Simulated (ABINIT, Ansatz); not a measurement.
# Quasiparticle gap of CrF6 (R-3) in ABINIT

Aim: the G0W0 gap of CrF6 (R-3) on PBEsol, step by step.

Program: ABINIT 10.8.3. Level of theory: PBEsol and many-body steps on it, plane waves. Results are calculated unless marked as measured.

## 1. Set-up

It takes space group R-3 (No. 148, trigonal). The conventional cell has a = 4.805 Å, b = 4.805 Å, c = 13.108 Å, α = 90.00°, β = 90.00°, γ = 120.00°. Nearest to Cr lie 6 F at 1.74 Å. Nearest to F lie 1 Cr at 1.74 Å. Farther neighbours and most contacts between anions are not listed.

The cell and positions are those that the Materials Project relaxed with its own functionals (PBE, PBE+U or r2SCAN), kept fixed.

## 2. Ground state

This step: ABINIT 10.8.3; DFT, PBEsol, plane waves, norm-conserving pseudopotentials.

The ground-state density comes first.

run.abi reads:

```
acell 3*1.0 Angstrom
rprim 
  2.402403871812 1.387028522093 4.369215055800
  -2.402403871812 1.387028522093 4.369215055800
  0.000000000000 -2.774057044186 4.369215055800
ntypat 2
znucl 24 9
natom 7
typat 1 2 2 2 2 2 2
xred 
  0.000000000000 0.000000000000 0.000000000000
  0.368598720000 0.081843300000 0.779004130000
  0.081843300000 0.779004130000 0.368598720000
  0.220995870000 0.631401280000 0.918156700000
  0.918156700000 0.220995870000 0.631401280000
  0.631401280000 0.918156700000 0.220995870000
  0.779004130000 0.368598720000 0.081843300000
pp_dirpath "pseudos"
pseudos "Cr.upf, F.upf"
ecut 43
ngkpt 6 6 6
nshiftk 1
shiftk 0 0 0
kptopt 1
chksymbreak 0
nband 35
occopt 1
tolvrs 1e-10
nstep 60
prtwf 0
optforces 0
optstress 0
indata_prefix "in"
outdata_prefix "out"
tmpdata_prefix "tmp"
```

On the command line:

```
OMP_NUM_THREADS=1 mpirun -n 4 abinit run.abi > log
```

Numbers of over 12 decimals in the logs are rounded to 6 here.

Log:

```text
.Version 10.8.3 of ABINIT. v10.8.2 released Aug 2026.

 Symmetries : space group R-3 (#148); Bravais hR (rhombohedral)
================================================================================
 Values of the parameters that define the memory need of the present run
     intxc =       0    ionmov =       0      iscf =       7    lmnmax =       6
     lnmax =       6     mgfft =      60  mpssoang =       3    mqgrid =    3001
     natom =       7  nloc_mem =       1    nspden =       1   nspinor =       1
    nsppol =       1      nsym =       6    n1xccc =    2501    ntypat =       2
    occopt =       1   xclevel =       2
-    mband =          35        mffmem =           1         mkmem =          10
       mpw =        7975          nfft =      216000          nkpt =          40
================================================================================
  Rough estimation (10% accuracy) of disk space for files :
================================================================================

--------------------------------------------------------------------------------
------------- Echo of variables that govern the present computation ------------
--------------------------------------------------------------------------------
 -outvars: echo values of preprocessed input variables --------
            acell      1.8897261259E+00  1.8897261259E+00  1.8897261259E+00 Bohr

      chksymbreak           0
             ecut      4.30000000E+01 Hartree
-          fftalg         312

              ixc     -116133
              kpt      0.00000000E+00  0.00000000E+00  0.00000000E+00
                       1.66666667E-01  0.00000000E+00  0.00000000E+00
                       3.33333333E-01  0.00000000E+00  0.00000000E+00
                       5.00000000E-01  0.00000000E+00  0.00000000E+00
                       1.66666667E-01  1.66666667E-01  0.00000000E+00
                       3.33333333E-01  1.66666667E-01  0.00000000E+00
                       5.00000000E-01  1.66666667E-01  0.00000000E+00
                      -3.33333333E-01  1.66666667E-01  0.00000000E+00
                      -1.66666667E-01  1.66666667E-01  0.00000000E+00
   [... 29 further rows ...]
                      -3.33333333E-01  5.00000000E-01  3.33333333E-01
                       5.00000000E-01  5.00000000E-01  5.00000000E-01
         kptrlatt        6    0    0      0    6    0      0    0    6
          kptrlen      5.44786243E+01
P           mkmem          10
            natom           7
            nband          35
            ngfft          60      60      60
             nkpt          40
            nstep          60
             nsym           6
           ntypat           2
              occ      2.000000  2.000000  2.000000  2.000000  2.000000  2.000000
                       2.000000  2.000000  2.000000  2.000000  2.000000  2.000000
                       2.000000  2.000000  2.000000  2.000000  2.000000  2.000000
                       2.000000  2.000000  2.000000  2.000000  2.000000  2.000000
                       2.000000  2.000000  2.000000  2.000000  0.000000  0.000000
                       0.000000  0.000000  0.000000  0.000000  0.000000
        optforces           0
        optstress           0
            prtwf           0
            rprim      2.4024038718E+00  1.3870285221E+00  4.3692150558E+00
[...]
spgroup         148

           tolvrs      1.00000000E-10

             xred      0.0000000000E+00  0.0000000000E+00  0.0000000000E+00
[...]
znucl       24.00000    9.00000

================================================================================

 chkinp: Checking input parameters for consistency.

================================================================================
== DATASET  1 ==================================================================
-   mpi_nproc: 4, omp_nthreads: 1 (-1 if OMP is not activated)

--- !DatasetInfo
iteration_state: {dtset: 1, }
dimensions: {natom: 7, nkpt: 40, mband: 35, nsppol: 1, nspinor: 1, nspden: 1, mpw: 7975, }
cutoff_energies: {ecut:  43.0, pawecutdg:  -1.0, }
electrons: {nelect:   5.60000000E+01, charge:   0.00000000E+00, occopt:   1.00000000E+00, tsmear:   1.00000000E-02, }

 Real(R)+Recip(G) space primitive vectors, cartesian coordinates (Bohr,Bohr^-1):
 R(1)=  4.5398854  2.6211040  8.2566198  G(1)=  0.1101349  0.0635864  0.0403716
 R(2)= -4.5398854  2.6211040  8.2566198  G(2)= -0.1101349  0.0635864  0.0403716
 R(3)=  0.0000000 -5.2422081  8.2566198  G(3)=  0.0000000 -0.1271729  0.0403716
 Unit cell volume ucvol=  5.8949847E+02 bohr^3
 Angles (23,13,12)=  5.53157509E+01  5.53157509E+01  5.53157509E+01 degrees

 getcut: wavevector=  0.0000  0.0000  0.0000  ngfft=  60  60  60
         ecut(hartree)=     43.000   => boxcut(ratio)=   2.07829

--- Pseudopotential description ------------------------------------------------
- Cr Generated using ONCVPSP code by D. R. Hamann
- 24.00000  14.00000  180301                  znucl, zion, pspdat
12 -116133 2 -1 1638                          pspcod,pspxc,lmax,lloc,mmax
     nproj     2     2     2
  pspatm : epsatm=   17.25290059
         --- l  ekb(1:nproj) -->
[...]
pspatm: atomic psp has been read  and splines computed

- F Generated using ONCVPSP code by D. R. Hamann
-  9.00000   7.00000  180301                  znucl, zion, pspdat
12 -116133 2 -1 832                           pspcod,pspxc,lmax,lloc,mmax
     nproj     2     2     1
  pspatm : epsatm=    4.89824381
         --- l  ekb(1:nproj) -->
[...]
2   -2.394754
 pspatm: atomic psp has been read  and splines computed

   2.61197235E+03                                ecore*ucvol(ha*bohr**3)
--------------------------------------------------------------------------------

_setup2: Arith. and geom. avg. npw (full set) are    7939.208    7939.198

================================================================================

--- !BeginCycle
iteration_state: {dtset: 1, }
solver: {iscf: 7, nstep: 60, nline: 4, wfoptalg: 0, }
tolerances: {tolvrs: 1.00E-10, }

     iter   Etot(hartree)      deltaE(h)  residm     vres2
 ETOT  1  -234.12114519551    -2.341E+02 1.974E-01 1.738E+04
 ETOT  2  -216.43299962343     1.769E+01 7.743E-02 1.522E+05
 ETOT  3  -235.91838668687    -1.949E+01 1.726E-01 2.862E+03
 ETOT  4  -236.14649158147    -2.281E-01 1.599E-02 9.244E+02
 ETOT  5  -236.27190170723    -1.254E-01 2.857E-03 1.734E+01
 ETOT  6  -236.27273901479    -8.373E-04 2.817E-03 1.559E+01
 ETOT  7  -236.27286334918    -1.243E-04 1.251E-03 1.252E+01
 ETOT  8  -236.27444394245    -1.581E-03 7.678E-04 6.666E-01
 ETOT  9  -236.27452250237    -7.856E-05 1.720E-04 5.277E-02
 ETOT 10  -236.27452901489    -6.513E-06 1.761E-04 9.780E-04
 ETOT 11  -236.27452912615    -1.113E-07 8.719E-05 3.754E-05
 ETOT 12  -236.27452913140    -5.249E-09 9.860E-05 5.297E-08
 ETOT 13  -236.27452913140     3.894E-12 7.591E-05 4.358E-09
 ETOT 14  -236.27452913139     7.219E-12 7.934E-05 2.737E-11

 At SCF step   14       vres2   =  2.74E-11 < tolvrs=  1.00E-10 =>converged.

--- !ResultsGS
iteration_state: {dtset: 1, }
comment   : Summary of ground state results
lattice_vectors:
- [  4.5398854,   2.6211040,   8.2566198, ]
- [ -4.5398854,   2.6211040,   8.2566198, ]
- [  0.0000000,  -5.2422081,   8.2566198, ]
lattice_lengths: [   9.78021,    9.78021,    9.78021, ]
lattice_angles: [ 55.316,  55.316,  55.316, ] # degrees, (23, 13, 12)
lattice_volume:   5.8949847E+02
convergence: {deltae:  7.219E-12, res2:  2.737E-11, residm:  7.934E-05, diffor:  0.000E+00, }
etotal    :  -2.36274529E+02
entropy   :   0.00000000E+00
fermie    :  -9.39977814E-02
cartesian_stress_tensor: null
pressure_GPa: null
xred      :
- [  0.0000E+00,   0.0000E+00,   0.0000E+00, Cr]
- [  3.6860E-01,   8.1843E-02,   7.7900E-01,  F]
- [  8.1843E-02,   7.7900E-01,   3.6860E-01,  F]
- [  2.2100E-01,   6.3140E-01,   9.1816E-01,  F]
- [  9.1816E-01,   2.2100E-01,   6.3140E-01,  F]
- [  6.3140E-01,   9.1816E-01,   2.2100E-01,  F]
- [  7.7900E-01,   3.6860E-01,   8.1843E-02,  F]
cartesian_forces: null
force_length_stats: {min: null, max: null, mean: null, }

 Integrated electronic density in atomic spheres:
 ------------------------------------------------
 Atom  Sphere_radius  Integrated_density
[...]
================================================================================

 ----iterations are completed or convergence reached----

 Mean square residual over all n,k,spin=   81.127E-09; max=  79.345E-06
 reduced coordinates (array xred) for    7 atoms
[...]
0.220995870000      0.631401280000      0.918156700000
       0.918156700000      0.220995870000      0.631401280000
       0.631401280000      0.918156700000      0.220995870000
       0.779004130000      0.368598720000      0.081843300000
 rms dE/dt=  0.0000E+00; max dE/dt=  0.0000E+00; dE/dt below (all hartree)
    1       0.000000000000      0.000000000000      0.000000000000
    2       0.000000000000      0.000000000000      0.000000000000
    3       0.000000000000      0.000000000000      0.000000000000
    4       0.000000000000      0.000000000000      0.000000000000
    5       0.000000000000      0.000000000000      0.000000000000
    6       0.000000000000      0.000000000000      0.000000000000
    7       0.000000000000      0.000000000000      0.000000000000

 cartesian coordinates (angstrom) at end:
    1      0.000000     0.000000     0.000000
    2      0.688902    -1.536226     5.371715
    3     -1.674862     0.171506     5.371715
    4     -0.985960    -1.364720     7.735931
    5      1.674862    -0.171506     7.735931
    6     -0.688902     1.536226     7.735931
    7      0.985960     1.364720     5.371715
 length scales=  1.889726125908  1.889726125908  1.889726125908 bohr
              =  1.000000000000  1.000000000000  1.000000000000 angstroms
 prteigrs : about to open file out_EIG
 Fermi (or HOMO) energy (hartree) =  -0.09400   Average Vxc (hartree)=  -0.34818
 Eigenvalues (hartree) for nkpt=  40  k points:
 kpt#   1, nband= 35, wtk=  0.00463, kpt=  0.0000  0.0000  0.0000 (reduced coord)
  -2.75997   -1.71045   -1.71041   -1.71041   -0.86528   -0.83528   -0.83528   -0.82203
  -0.81952   -0.81952   -0.24645   -0.24645   -0.24056   -0.22576   -0.22576   -0.21832
  -0.18267   -0.18267   -0.17469   -0.13951   -0.11432   -0.11432   -0.11389   -0.10493
  -0.10493   -0.10343   -0.10119   -0.10119   -0.02283   -0.01537   -0.01537    0.10650
   0.10650    0.28806    0.50006
 prteigrs : prtvol=0 or 1, do not print more k-points.

--- !EnergyTerms
iteration_state     : {dtset: 1, }
comment             : Components of total free energy in Hartree
kinetic             :  1.32889866886994E+02
hartree             :  8.83471739113017E+01
xc                  : -4.50969501176592E+01
Ewald energy        : -1.25139093557774E+02
psp_core            :  4.43083819852967E+00
local_psp           : -2.70686918011137E+02
non_local_psp       : -2.10194464416461E+01
total_energy        : -2.36274529131390E+02
total_energy_eV     : -6.42935747228155E+03
band_energy         : -3.16886717291632E+01

== END DATASET(S) ==============================================================
================================================================================

 -outvars: echo values of variables after computation  --------
           etotal     -2.3627452913E+02
            nband          35
             nkpt          40
          spgroup         148
 [... the other variables as echoed above ...]

 Calculation completed.
```

The job ended after 5 min (4 MPI ranks of Arm Neoverse N1, shared host; peak memory 0.67 GiB).

Numbers from this step:

* total energy: -6429.3575 eV
* gap: 1.937 eV
* k of the valence top: 0.5, 0.5, 0
* k of the conduction bottom: 0, 0, 0
* least direct gap: 1.992 eV

The gap is indirect, with the least direct gap 0.06 eV higher.

(Part 1 of 3 ends here.)

[Paths, hosts, dates, memory and timing lines, banners, echoed tables and standing remarks are left out of the program output.]

[Logs are printed without paths, hosts, clocks, repeated set-up lines and the standing remarks that a program may print on its own settings, such as how far it seeks lower states.]

[Runs of the session that timed out or met a known fault of the program may be left out.]

[Hosts, paths, dates, database ids (printed as entryN), source tags and the programs' standing remarks are cut or masked in the printed files.]

[G0W0 gaps are taken among the corrected bands and points alone; a level outside them can change the order at an edge.]

[Where Ansatz stands beside ABINIT at settings called matched, ABINIT's density can come from a denser mesh and the files from another edition; pairs whose starting gaps differed by over 0.03 eV were left out, so agreement reads better than it is.]
